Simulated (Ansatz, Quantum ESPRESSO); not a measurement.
# Conductance against width: vacuum gaps between two Al(111) faces, part 3 of 4

How fast does transmission decay with width? The series: vacuum gaps between two Al(111) faces.

Quantum ESPRESSO 7.5; plane-wave DFT, PBEsol, GBRV ultrasoft pseudopotentials; cross-check by Ansatz 0.2.0 with PAW datasets.

So far. Step 2 (Ground state, 4 Å): The run needed 48 iterations to bring the estimated error under 1e-07 Ry; the largest force on any atom, held or free, is 0.25 eV/Å.

## 4. Cross-check with Ansatz, 4 Å

As a check, the same structure is run in Ansatz.

Level of this step: plane-wave DFT, PBEsol, Ansatz PAW (Ansatz 0.2.0).

File input.yaml:

```yaml
crystal:
  lattice:
    - [2.856711396, 0.0, 0.0]
    - [1.428355698, 2.4739846402, 0.0]
    - [0.0, 0.0, 43.6524164879]
  atoms:
    - { symbol: Al, position: [0.0, 0.0, 0.0] }
    - { symbol: Al, position: [0.333333333, 0.333333333, 0.0534333555] }
    - { symbol: Al, position: [0.666666667, 0.666666667, 0.1068667109] }
    - { symbol: Al, position: [0.0, 0.0, 0.1603000664] }
    - { symbol: Al, position: [0.333333333, 0.333333333, 0.2137334219] }
    - { symbol: Al, position: [0.666666667, 0.666666667, 0.2671667774] }
    - { symbol: Al, position: [0.0, 0.0, 0.3206001328] }
    - { symbol: Al, position: [0.333333333, 0.333333333, 0.3740334883] }
    - { symbol: Al, position: [0.666666667, 0.666666667, 0.4274668438] }
    - { symbol: Al, position: [0.0, 0.0, 0.5190998007] }
    - { symbol: Al, position: [0.333333333, 0.333333333, 0.5725331562] }
    - { symbol: Al, position: [0.666666667, 0.666666667, 0.6259665117] }
    - { symbol: Al, position: [0.0, 0.0, 0.6793998672] }
    - { symbol: Al, position: [0.333333333, 0.333333333, 0.7328332226] }
    - { symbol: Al, position: [0.666666667, 0.666666667, 0.7862665781] }
    - { symbol: Al, position: [0.0, 0.0, 0.8396999336] }
    - { symbol: Al, position: [0.333333333, 0.333333333, 0.8931332891] }
    - { symbol: Al, position: [0.666666667, 0.666666667, 0.9465666445] }
kpoints:
  mp_grid: { grid: [10, 10, 1] }
hamiltonian:
  xc: pbesol
scf:
  occupations: { method: fermi_dirac, width: 0.1 }
  convergence: { dr2_threshold: 1.0e-08 }
output:
  transmission: { leads: [[0, 3]], e_range: [-0.4, 0.4], de: 0.4, kmesh: [8, 8] }
  write_potential: true
  write_density: true
  volumetric_format: npy
  elf: true
```

Run with:

```console
> ansatz run input.yaml --threads 4 --pin off --max-ram 8192MiB --backend cpu --events-out ev --progress --plain --runs-dir out
```

Numbers of over 12 decimals in the logs are rounded to 6 here.

The log of the run:

```text
Engine: ansatz 0.2.0, aarch64-unknown-linux-gnu
Pseudopotentials: kind: paw
Pseudopotential: Al, paw, valence charge 3, recommended cutoff 420 eV (normal), Al.paw.azcp
Functional definition: PBEsol
  exchange = pbesol_x
  correlation = pbesol_c
Crystal: 18 atoms, lattice volume = 308.512 Å³
Basis set: ecut = 420 eV, 6061 PW (Γ)
Bands: 45, of which v1, the nominal top of the filled ones, is band 27 counted from 1 (26 counted from 0)
Symmetry: 12 space group operations
Space group: P-3m1 (ITA 164), of the structure as read, at distance tolerance 6.8e-5 Å
k-points: 14 of 100
Non-local potential: Al, projectors of the file, l = 0: 2, l = 1: 2, l = 2: 1
PAW form: soft (Blöchl's): semilocal exchange-correlation on the pseudo side does not see the compensation charge
PAW frozen core: Al, regenerated for the run's functional, and the local potential with it (the file was generated under x = pbe(κ = 0.804, μ = 0.219515), c = pbe(β = 0.066725))
PAW one-centre angular grid: Al, 110 points (default); XC on 64 Gauss nodes
Initial density: superposition of atomic densities (neutral atoms: chi_scale 0, normalization atom), corrected by the library's trained network
Initial wavefunctions: pseudopotential atomic-orbital guess
Functional: x = pbesol(κ = 0.804, μ = 0.123457), c = pbesol(β = 0.046)
SCF iter   1: F=—  HF=-9441.215575 eV  |F-HF|=—  |Δ(HF+E_count)|=         —  Δρ=1.51e-3  dr2=4.25e-1  ethr=1.77e-3  ⟨swp⟩=8.8  Hψ=3220  notcnv=0  defer=8
preconditioner: auto → Kerker (q_TF=auto, 2.041 Å⁻¹)  [metal: Δε(μ)=0.026 eV  Ē_g=7.247 eV  σ=0.100 eV  W_gap=0.07  n_scr=28 (ndim 8)  ℏωp=15.5 eV  f_vac=0.000  D(μ)=8.64/eV (n_scr^D=30)]
SCF iter   2: F=—  HF=-9441.211141 eV  |F-HF|=—  |Δ(HF+E_count)|=   4.43e-3  Δρ=8.68e-4  dr2=1.17e-1  ethr=7.86e-4  ⟨swp⟩=1.1  Hψ=743  notcnv=0  defer=12
SCF iter   3: F=—  HF=-9441.208970 eV  |F-HF|=—  |Δ(HF+E_count)|=   2.17e-3  Δρ=1.13e-4  dr2=1.31e-4  ethr=2.18e-4  ⟨swp⟩=1.0  Hψ=573  notcnv=0  defer=12
SCF iter   4: F=—  HF=-9441.208958 eV  |F-HF|=—  |Δ(HF+E_count)|=   1.25e-5  Δρ=3.72e-5  dr2=3.44e-5  ethr=2.43e-7  ⟨swp⟩=2.3  Hψ=968  notcnv=0  defer=12
SCF iter   5: F=—  HF=-9441.208951 eV  |F-HF|=—  |Δ(HF+E_count)|=   7.15e-6  Δρ=9.81e-6  dr2=5.93e-6  ethr=6.37e-8  ⟨swp⟩=1.1  Hψ=574  notcnv=0  defer=12
SCF iter   6: F=—  HF=-9441.208939 eV  |F-HF|=—  |Δ(HF+E_count)|=   1.18e-5  Δρ=4.06e-6  dr2=4.87e-7  ethr=1.10e-8  ⟨swp⟩=1.2  Hψ=576  notcnv=0  defer=12
SCF iter   7: F=—  HF=-9441.208939 eV  |F-HF|=—  |Δ(HF+E_count)|=   1.29e-8  Δρ=1.16e-6  dr2=7.14e-8  ethr=9.02e-10  ⟨swp⟩=1.8  Hψ=689  notcnv=0  defer=12
SCF iter   8: F=-9441.208939 eV  HF=-9441.208939 eV  |F-HF|=6.00e-10  |Δ(HF+E_count)|=   3.27e-9  Δρ=2.69e-7  dr2=8.65e-10  ethr=1.85e-11  ⟨swp⟩=13.9  Hψ=2993  notcnv=0
SCF 1 converged in 8 iterations: F = -9441.208939 eV  dr2 = 8.65e-10
  greatest PAW one-centre occupation: 0.464 electrons in one spin orbital (limit 2), on the Al atom at site 9 (counted from 0), in its partial waves of l = 0
transmission: 63 of 550 steps passed
transmission: 117 of 550 steps passed
[...]
transmission: 550 of 550 steps passed
SCF converged after 8 iterations
Free energy (F): -9441.208939 eV
Harris-Foulkes:  -9441.208939 eV  (|F-HF|=6.00e-10)
Internal energy: -9440.929974 eV  (E = F + TS)
E sigma→0 (E₀):  -9441.069457 eV
Entropy (-TS):   -0.278965 eV (-15.498 meV/atom)
Fermi energy:    7.531026 eV
--- Per-component energies (eV) ---
  E_band       = 166.527327
  E_kinetic    = 407.382573
  E_local      = -227.332019  (includes V_loc(G=0)·N_el)
  E_nonlocal   = 186.605699
  E_hartree    = 193.283914
  E_xc         = -706.992609
  E_vxc        = -521.909776  (∫ρ·V_xc dr)
  E_paw        = -8184.453126  (= ΣΔE_a)
  E_vpaw       = -64.787176  (= ΣTr[D̂ρ^β])
  E_aug_tail   = -0.000046  (compensation charges beyond the density's cutoff)
  E_ewald      = -1109.768862
  E_core_change = 0.344502  (= ΣΔE_core)
  E_smearing   = -0.278965  (= −TS)
  E_closure    = 0.000000  (closes the sum)
  Σ components = -9441.208939   (vs F -9441.208939, Δ=0.00e0)
--- Band table (eV; the first three rows and the last of 14) ---
  k-point 0: bands = [... 23 lower, 7.3787, 7.7269, 9.2012, 9.4782, 11.1359, 11.3434, 13.1706, 13.3173, ... 14 higher]
  k-point 1: bands = [... 23 lower, 7.5955, 7.9440, 9.4080, 9.6849, 11.3233, 11.5312, 13.3058, 13.4657, ... 14 higher]
  k-point 2: bands = [... 23 lower, 8.2134, 8.5613, 9.8803, 10.2219, 10.9928, 11.3723, 11.4404, 11.5307, ... 14 higher]
  k-point 13: bands = [... 23 lower, 5.6858, 5.7033, 5.8555, 5.8704, 6.0429, 6.0864, 6.0896, 6.2298, ... 14 higher]
--- Transmission ---
  basis      : 61 plane waves across, 55 finite elements along
  points     : 10, standing for a mesh of 8 x 8
  energies   : 3 from -0.400000 to 0.400000 eV about the Fermi level, 0.400000 eV apart; the leads are filled to 0.000000 eV, and channels, transmission and decay are at 0.000000 eV
  crystal 0  : Al3, at the sites [0, 3], period 6.9975 Å, over 41.98 Å; its Hamiltonian steps by up to 10.9 meV
    offset         : up to 0.0000 Å between an atom of the period and one for which it stands
    channels       : 1.140625e0 a spin
    conductance    : none, the energies end too early or step too widely for 300 K: set another output.transmission.e_range or a lower de, or, where they end at an eighth of basis.ecutwfc, a higher one
  junction   : crystal 0 to crystal 0, -0.47 to 36.19 Å
    transmission   : 3.438011e-1 a spin
    conductance    : none, the energies end too early or step too widely for 300 K: set another output.transmission.e_range or a lower de, or, where they end at an eighth of basis.ecutwfc, a higher one
```

Elapsed: 9.2 s, on 4 threads of Arm Neoverse V1, shared host; peak memory 0.74 GiB; 31 s of CPU time.

Numbers from this step:

| Quantity | Value |
| --- | --- |
| free energy | -9441.2089 eV |
| energy at zero smearing | -9441.0695 eV |
| smearing term TS | 0.2790 eV |
| Fermi energy | 7.531 eV |
| symmetry operations | 12 |
| transmission at the Fermi level, one spin | 0.3438 |
| lead channels at the Fermi level, one spin | 1.141 |
| step of the lead's Hamiltonian over a period | 10.9 meV |

Per spin; mean over the k mesh across the current. Table of transmission, zone mean by energy, zero at the Fermi level:

| energy (eV) | transmission, zone mean |
| --- | --- |
| -0.400 | 0.299 |
| 0.000 | 0.344 |
| 0.400 | 0.439 |

Per spin; mean over the k mesh across the current. The open channels, zone mean by energy, zero at the Fermi level:

| energy (eV) | open channels, zone mean |
| --- | --- |
| -0.400 | 1.52 |
| 0.000 | 1.14 |
| 0.400 | 1.41 |

Electrostatic potential energy in the ca plane at fractional y = 0.000, with atoms of Al within 0.2 Å of it. With pseudopotentials it is smooth inside the atoms' cores, unlike the true potential.

Values in eV, 5 rows by 16 columns, each cell a mean:
```
-6  3  7  9  8  8 11  9 -6 -6  7  7  9  7  7 -6
-1  6  0  5  2  2 10 10  2  1  5 -1  6  0  5  2
 6  7 -5  3 -1 -1 10 11  7  7  4 -5  5 -5  3  7
-6  5  3  6  5  4 10 10 -2 -3  6  2  7  3  6 -2
-3  2  8  9  9  9 11  8 -5 -5  7  8  9  8  7 -5
```
Columns run along c (16.0 Å, from fractional 0.32 to 0.68 of the cell; values clipped at the 3rd and 97th percentile), rows up along a (2.9 Å). Atoms in or near the plane, at fractional coordinates: Al at (0.32, 0.00), Al at (0.52, 0.00), Al at (0.68, 0.00).

Valence density in the ca plane at fractional y = 0.000, with atoms of Al within 0.2 Å of it. It is the smooth field of the valence electrons, not physical close to the nuclei.

Values in e/Å³, 5 rows by 16 columns, each cell a mean:
```
0.11 0.20 0.19 0.14 0.16 0.16 0.05 0.06 0.13 0.14 0.20 0.18 0.14 0.18 0.20 0.16
0.20 0.18 0.21 0.19 0.20 0.18 0.06 0.05 0.17 0.20 0.19 0.21 0.18 0.21 0.19 0.20
0.20 0.17 0.20 0.21 0.21 0.18 0.06 0.05 0.16 0.19 0.18 0.21 0.20 0.21 0.19 0.18
0.18 0.19 0.21 0.17 0.19 0.18 0.05 0.06 0.17 0.19 0.19 0.20 0.17 0.20 0.19 0.19
0.09 0.20 0.19 0.14 0.16 0.15 0.05 0.06 0.11 0.13 0.20 0.18 0.13 0.17 0.20 0.14
```
Columns run along c (16.0 Å, from fractional 0.32 to 0.68 of the cell), rows up along a (2.9 Å). Atoms in or near the plane, at fractional coordinates: Al at (0.32, 0.00), Al at (0.52, 0.00), Al at (0.68, 0.00).

Ansatz finds T = 0.344 against pwcond's 0.363.

## 5. SCF with pw.x, 5 Å

Level of this step: plane-wave DFT, PBEsol, GBRV ultrasoft pseudopotentials (Quantum ESPRESSO 7.5).

File j1.scf.in:

```
&control
  prefix = 'j1.scf'
  outdir = './out'
  pseudo_dir = './pseudo'
  calculation = 'scf'
  tprnfor = .true.
/
&system
  ibrav = 0
  nat = 18
  ntyp = 1
  ecutwfc = 40
  ecutrho = 200
  occupations = 'smearing'
  smearing = 'mv'
  degauss = 0.01
/
&electrons
  conv_thr = 1e-07
  mixing_beta = 0.25
  electron_maxstep = 120
  mixing_mode = 'local-TF'
/
ATOMIC_SPECIES
  Al  26.9815  al_pbesol_v1.uspp.F.UPF
CELL_PARAMETERS angstrom
  2.85671139599365 0.00000000000000 0.00000000000000
  1.42835569799683 2.47398464021101 0.00000000000000
  0.00000000000000 0.00000000000000 44.65241648794350
ATOMIC_POSITIONS crystal
  Al  0.000000000000 0.000000000000 0.000000000000
  Al  0.333333333000 0.333333333000 0.052236704550
  Al  0.666666667000 0.666666667000 0.104473409100
  Al  0.000000000000 0.000000000000 0.156710113650
  Al  0.333333333000 0.333333333000 0.208946818200
  Al  0.666666667000 0.666666667000 0.261183522750
  Al  0.000000000000 0.000000000000 0.313420227300
  Al  0.333333333000 0.333333333000 0.365656931850
  Al  0.666666667000 0.666666667000 0.417893636400
  Al  0.000000000000 0.000000000000 0.529869659050
  Al  0.333333333000 0.333333333000 0.582106363600
  Al  0.666666667000 0.666666667000 0.634343068150
  Al  0.000000000000 0.000000000000 0.686579772700
  Al  0.333333333000 0.333333333000 0.738816477250
  Al  0.666666667000 0.666666667000 0.791053181800
  Al  0.000000000000 0.000000000000 0.843289886350
  Al  0.333333333000 0.333333333000 0.895526590900
  Al  0.666666667000 0.666666667000 0.947763295450
K_POINTS automatic
  10 10 1 0 0 0
```

Run with:

```console
> OMP_NUM_THREADS=1 mpirun -n 4 pw.x -nk 4 -in j1.scf.in > j1.scf.out
```

The log of the run:

```text
[banner, memory and clock lines left out]
Program PWSCF v.7.5 starts
[...]
Message from routine setup:
[...]
number of electrons       =        54.00
     number of Kohn-Sham states=           32
     kinetic-energy cutoff     =      40.0000  Ry
     charge density cutoff     =     200.0000  Ry
[...]
number of k points=    14  Marzari-Vanderbilt smearing, width (Ry)=  0.0100
[...]
Dense  grid:   101323 G-vectors     FFT dimensions: (  25,  25, 384)
[...]
Starting wfcs are   72 randomized atomic wfcs
[...]
estimated scf accuracy    <       1.57668668 Ry
[...]
negative rho (up, down):  4.189E-03 0.000E+00
[...]
estimated scf accuracy    <       1.22599327 Ry
[...]
estimated scf accuracy    <       0.05762092 Ry
[...]
estimated scf accuracy    <       0.27272845 Ry
[...]
estimated scf accuracy    <       0.11758731 Ry
[...]
negative rho (up, down):  8.571E-06 0.000E+00
[...]
estimated scf accuracy    <       0.08199422 Ry
[...]
negative rho (up, down):  2.445E-05 0.000E+00
[...]
estimated scf accuracy    <       0.00081445 Ry
[...]
negative rho (up, down):  2.445E-05 0.000E+00
[...]
estimated scf accuracy    <       0.06375133 Ry
[...]
negative rho (up, down):  3.083E-05 0.000E+00
[...]
estimated scf accuracy    <       0.06197962 Ry
[...]
negative rho (up, down):  2.347E-05 0.000E+00
[...]
estimated scf accuracy    <       0.07079576 Ry
[...]
negative rho (up, down):  2.624E-05 0.000E+00
[...]
estimated scf accuracy    <       0.10510312 Ry
[...]
negative rho (up, down):  2.437E-05 0.000E+00
[...]
estimated scf accuracy    <       0.11646337 Ry
[...]
estimated scf accuracy    <       0.00001228 Ry
[...]
estimated scf accuracy    <       0.00000494 Ry
[...]
estimated scf accuracy    <       0.00000049 Ry
[...]
estimated scf accuracy    <       0.00001291 Ry
[...]
estimated scf accuracy    <       0.00002035 Ry
[...]
estimated scf accuracy    <       0.00002331 Ry
[...]
estimated scf accuracy    <       0.00001656 Ry
[...]
estimated scf accuracy    <       0.00000034 Ry
[...]
estimated scf accuracy    <       0.00000028 Ry
[...]
the Fermi energy is     7.3350 ev
!    total energy              =    -119.86628647 Ry
     estimated scf accuracy    <       0.00000007 Ry
     smearing contrib. (-TS)   =      -0.00100556 Ry
     internal energy E=F+TS    =    -119.86528091 Ry
[...]
one-electron contribution =     -20.16082532 Ry
     hartree contribution      =      35.71643846 Ry
     xc contribution           =     -76.36400327 Ry
     ewald contribution        =     -59.05689079 Ry
     convergence has been achieved in  97 iterations
[...]
Total force =     0.006885     Total SCF correction =     0.000494
[...]
```

Wall time 4.8 min (4 MPI ranks); peak memory 0.62 GiB; 19 min of CPU time.

This step gave:

* free energy: -1630.8639 eV
* Fermi energy: 7.335 eV

## 6. Transmission with pwcond.x, 5 Å

File j1.cond.in:

```
&inputcond
  outdir = './out'
  prefixt = 'j1.scf'
  tran_file = 'j1.cond.dat'
  bdl = 2.4494897419
  bds = 15.6307061864
  ikind = 1
  ewind = 4.0
  epsproj = 1e-05
  nz1 = 7
  energy0 = 0.4
  denergy = -0.4
/
10
  0.00000000 0.00000000 0.01562500
  0.00000000 0.12500000 0.09375000
  0.00000000 0.25000000 0.09375000
  0.00000000 0.37500000 0.09375000
  0.00000000 0.50000000 0.04687500
  0.12500000 0.25000000 0.09375000
  0.12500000 0.37500000 0.18750000
  0.12500000 0.50000000 0.18750000
  0.25000000 0.50000000 0.09375000
  0.25000000 0.62500000 0.09375000
3
```

Run with:

```console
> OMP_NUM_THREADS=1 mpirun -n 4 pwcond.x -in j1.cond.in > j1.cond.out
```

The log of the run:

```text
[banner, memory and clock lines left out]
Program PWCOND v.7.5 starts
[citation notice left out]

[...]
./out/j1.scf.save/

     IMPORTANT: XC functional enforced from input :
     Exchange-correlation= PBESOL
                           (   1   4  10   8   0   0   0)
     Any further DFT definition will be discarded
     Please, verify this is what you really want

     Reading collected, re-writing distributed wavefunctions

===== INPUT FILE containing all the regions =====

     GEOMETRY:

     lattice parameter (alat)  =       5.3984  a.u.
[...]
---  E-Ef =   -0.4000000  k =    0.2500000   0.6250000
---  ie =          3  ik =         10
 Nchannels of the left tip =            1
 Right moving states:
   k1(2pi/a)   k2(2pi/a)   E-Ef (eV)
   0.0941650   0.0000020  -0.4000000
 Left moving states:
   k1(2pi/a)   k2(2pi/a)   E-Ef (eV)
  -0.0941647   0.0000020  -0.4000000

 to transmit
 Band j to band i transmissions and reflections:
    j         i     |T_ij|^2    |R_ij|^2

    1 -->     1     0.00818     0.99182
   Total T_j, R_j =    0.00818  0.99182

E-Ef(ev), T(x2 spins) =   -0.4000000   0.0163514
   T_tot     0.40000      0.27968E+00
   T_tot     0.00000      0.16564E+00
   T_tot    -0.40000      0.12709E+00

[...]
```

Wall time 27 s (4 MPI ranks); peak memory 0.24 GiB; 1.8 min of CPU time.

Read from the output:

* lead channels at the Fermi level, one spin: 1.234
* transmission at the Fermi level, one spin: 0.08282
* conductance: 0.08282 G₀

Per spin; mean over the k mesh across the current. Transmission, zone mean against energy, zero at the Fermi level:

| energy (eV) | transmission, zone mean |
| --- | --- |
| -0.400 | 0.0635 |
| 0.000 | 0.0828 |
| 0.400 | 0.140 |

T goes from 0.363 to 0.0828, a factor of 4.4.

## 7. Cross-check with Ansatz, 5 Å

Level of this step: plane-wave DFT, PBEsol, Ansatz PAW (Ansatz 0.2.0).

File input.yaml:

```yaml
crystal:
  lattice:
    - [2.856711396, 0.0, 0.0]
    - [1.428355698, 2.4739846402, 0.0]
    - [0.0, 0.0, 44.6524164879]
  atoms:
    - { symbol: Al, position: [0.0, 0.0, 0.0] }
    - { symbol: Al, position: [0.333333333, 0.333333333, 0.0522367046] }
    - { symbol: Al, position: [0.666666667, 0.666666667, 0.1044734091] }
    - { symbol: Al, position: [0.0, 0.0, 0.1567101136] }
    - { symbol: Al, position: [0.333333333, 0.333333333, 0.2089468182] }
    - { symbol: Al, position: [0.666666667, 0.666666667, 0.2611835228] }
    - { symbol: Al, position: [0.0, 0.0, 0.3134202273] }
    - { symbol: Al, position: [0.333333333, 0.333333333, 0.3656569318] }
    - { symbol: Al, position: [0.666666667, 0.666666667, 0.4178936364] }
    - { symbol: Al, position: [0.0, 0.0, 0.5298696591] }
    - { symbol: Al, position: [0.333333333, 0.333333333, 0.5821063636] }
    - { symbol: Al, position: [0.666666667, 0.666666667, 0.6343430682] }
    - { symbol: Al, position: [0.0, 0.0, 0.6865797727] }
    - { symbol: Al, position: [0.333333333, 0.333333333, 0.7388164772] }
    - { symbol: Al, position: [0.666666667, 0.666666667, 0.7910531818] }
    - { symbol: Al, position: [0.0, 0.0, 0.8432898864] }
    - { symbol: Al, position: [0.333333333, 0.333333333, 0.8955265909] }
    - { symbol: Al, position: [0.666666667, 0.666666667, 0.9477632954] }
kpoints:
  mp_grid: { grid: [10, 10, 1] }
hamiltonian:
  xc: pbesol
scf:
  occupations: { method: fermi_dirac, width: 0.1 }
  convergence: { dr2_threshold: 1.0e-08 }
output:
  transmission: { leads: [[0, 3]], e_range: [-0.4, 0.4], de: 0.4, kmesh: [8, 8] }
  write_potential: true
  write_density: true
  volumetric_format: npy
```

Run with:

```console
> ansatz run input.yaml --threads 4 --pin off --max-ram 8192MiB --backend cpu --events-out ev --progress --plain --runs-dir out
```

The log of the run:

```text
[...]
Crystal: 18 atoms, lattice volume = 315.579 Å³
Basis set: ecut = 420 eV, 6197 PW (Γ)
Bands: 45, of which v1, the nominal top of the filled ones, is band 27 counted from 1 (26 counted from 0)
Symmetry: 12 space group operations
[...]
k-points: 14 of 100
[...]
k-point 13: bands = [... 23 lower, 5.4271, 5.4658, 5.6061, 5.6173, 5.7756, 5.8301, 5.8320, 5.9805, ... 14 higher]
--- Transmission ---
  basis      : 61 plane waves across, 56 finite elements along
  points     : 10, standing for a mesh of 8 x 8
[...]
channels       : 1.140625e0 a spin
[...]
junction   : crystal 0 to crystal 0, -0.47 to 37.19 Å
    transmission   : 7.598279e-2 a spin
[...]
[key lines of the parts left out:]
SCF converged after 8 iterations
Free energy (F): -9441.077847 eV
Fermi energy:    7.270910 eV
```

The job ended after 9.1 s (4 threads; peak memory 0.73 GiB; 32 s of CPU time).

Read from the output:

| Property | Result |
| --- | --- |
| free energy | -9441.0778 eV |
| energy at zero smearing | -9440.9420 eV |
| smearing term TS | 0.2718 eV |
| Fermi energy | 7.271 eV |
| transmission at the Fermi level, one spin | 0.07598 |
| lead channels at the Fermi level, one spin | 1.141 |
| step of the lead's Hamiltonian over a period | 12.1 meV |

Per spin; mean over the k mesh across the current. The transmission, zone mean by energy, zero at the Fermi level:

| energy (eV) | transmission, zone mean |
| --- | --- |
| -0.400 | 0.0603 |
| 0.000 | 0.0760 |
| 0.400 | 0.141 |

Ansatz finds T = 0.0760 against pwcond's 0.0828.

(Continued in part 4 of 4.)

[Logs are printed without paths, hosts, clocks, repeated set-up lines and the standing remarks that a program may print on its own settings, such as how far it seeks lower states.]

[Hosts, paths, dates, database ids (printed as entryN), source tags and the programs' standing remarks are cut or masked in the printed files.]

[Maps of the electrostatic potential energy from Ansatz leave out the sawtooth potential of an applied field or a dipole correction, so their vacuum need not be flat; planar profiles and work functions include it.]
